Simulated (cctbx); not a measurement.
**Absolute structure of SrNbTl5P2N2**

Space group Cc (no. 9), a = 8.8120 Å, b = 15.1310 Å, c = 7.0680 Å, α = 90.00°, β = 90.51°, γ = 90.00°.

| atom | mult. | x | y | z | Ueq (Å²) |
| --- | --- | --- | --- | --- | --- |
| Tl1 | 4 | 0.7825 | 0.9331 | 0.3030 | 0.0130 |
| Tl2 | 4 | 0.2155 | 0.9260 | 0.2631 | 0.0129 |
| Tl3 | 4 | 0.4954 | 0.6394 | 0.2776 | 0.0130 |
| Tl4 | 4 | 0.7030 | 0.2300 | 0.1190 | 0.0137 |
| Tl5 | 4 | 0.5080 | 0.0341 | 0.1139 | 0.0100 |
| Nb1 | 4 | 0.5008 | 0.8370 | 0.0056 | 0.0187 |
| Sr1 | 4 | 0.3039 | 0.2310 | 0.1204 | 0.0165 |
| P1 | 4 | 0.2914 | 0.0935 | 0.3889 | 0.0158 |
| P2 | 4 | 0.7115 | 0.0977 | 0.4005 | 0.0171 |
| N1 | 4 | 0.4997 | 0.8318 | 0.3249 | 0.0312 |
| N2 | 4 | 0.5052 | 0.3088 | 0.3976 | 0.0186 |

This is a model crystal, built by substitution and not relaxed, with assumed displacement parameters.

Data sets are simulated with cctbx and refined with Bijvoet mates kept apart; Flack x is then fitted as the share of an inverted twin with the atoms fixed, Hooft y from the Bijvoet differences. The group is acentric but holds improper operations, so there is an absolute structure (orientation) and no hand.

Untwinned crystal. What Flack and Hooft values should come out?

```csv
λ (Å),extinction (unmodelled),d min (Å),top counts,error (%),model,R1,Flack x,s.u.,Hooft y,s.u.,pairs
0.71073,0,0.77,5000,2,as given,0.0243,-0.005,0.014,0.007,0.014,1041
0.71073,0,0.77,5000,2,inverted,0.0476,1.038,0.016,1.036,0.015,1041
1.54184,0,0.83,5000,4,as given,0.0286,0.01,0.03,0.003,0.029,834
```

With Mo Kα, x is within 3 s.u. of 0, so the absolute structure is right. With Cu Kα, x is within 3 s.u. of 0, so the absolute structure is right. Inverting the model turns x into about 1 − x.

A further crystal gives:

```csv
λ (Å),extinction (unmodelled),d min (Å),top counts,error (%),model,R1,Flack x,s.u.,Hooft y,s.u.,pairs
0.6889,0,0.75,20000,6,as given,0.0268,0.290,0.012,0.286,0.014,1138
```

**Question.** What is it?

It was simulated as an inversion twin with a fraction 0.3 of the inverted domain. Flack x is over 3 s.u. from both 0 and 1 and reads that fraction.

[Logs are printed without paths, hosts, clocks, repeated set-up lines and the standing remarks that a program may print on its own settings, such as how far it seeks lower states.]
